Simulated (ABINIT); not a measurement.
Planning a run of ABINIT 10.8.3 on SrNiF6 (R-3m). The input:

```
acell 3*1.0 Angstrom
rprim 
  3.536999999979 2.042087902112 2.218666666700
  -3.536999999979 2.042087902112 2.218666666700
  -0.000000000000 -4.084175804224 2.218666666700
ntypat 3
znucl 38 28 9
natom 8
typat 1 2 3 3 3 3 3 3
xred 
  0.500000000000 0.500000000000 0.500000000000
  0.000000000000 0.000000000000 0.000000000000
  0.276000000000 0.916000000000 0.276000000000
  0.276000000000 0.276000000000 0.916000000000
  0.916000000000 0.276000000000 0.276000000000
  0.724000000000 0.084000000000 0.724000000000
  0.084000000000 0.724000000000 0.724000000000
  0.724000000000 0.724000000000 0.084000000000
pp_dirpath "pseudos"
pseudos "Sr.upf, Ni.upf, F.upf"
ecut 45
ngkpt 4 4 4
nshiftk 1
shiftk 0 0 0
kptopt 1
chksymbreak 0
nband 43
occopt 1
tolvrs 1e-10
nstep 60
prtwf 0
optforces 0
optstress 0
indata_prefix "in"
outdata_prefix "out"
tmpdata_prefix "tmp"
```

```sh
OMP_NUM_THREADS=1 mpirun -n 4 abinit run.abi > log
```

Q: How long will it take on 4 MPI ranks of Arm Neoverse N1, shared host, and how much memory?

It took 2.8 min; on shared hardware allow 84 s to 5.6 min. Peak host memory was 0.47 GiB.

[Paths, hosts, dates, memory and timing lines, banners, echoed tables and standing remarks are left out of the program output.]

[Logs are printed without paths, hosts, clocks, repeated set-up lines and the standing remarks that a program may print on its own settings, such as how far it seeks lower states.]

[Runs of the session that timed out or met a known fault of the program may be left out.]

[Hosts, paths, dates, database ids (printed as entryN), source tags and the programs' standing remarks are cut or masked in the printed files.]

[G0W0 gaps are taken among the corrected bands and points alone; a level outside them can change the order at an edge.]

[Where Ansatz stands beside ABINIT at settings called matched, ABINIT's density can come from a denser mesh and the files from another edition; pairs whose starting gaps differed by over 0.03 eV were left out, so agreement reads better than it is.]
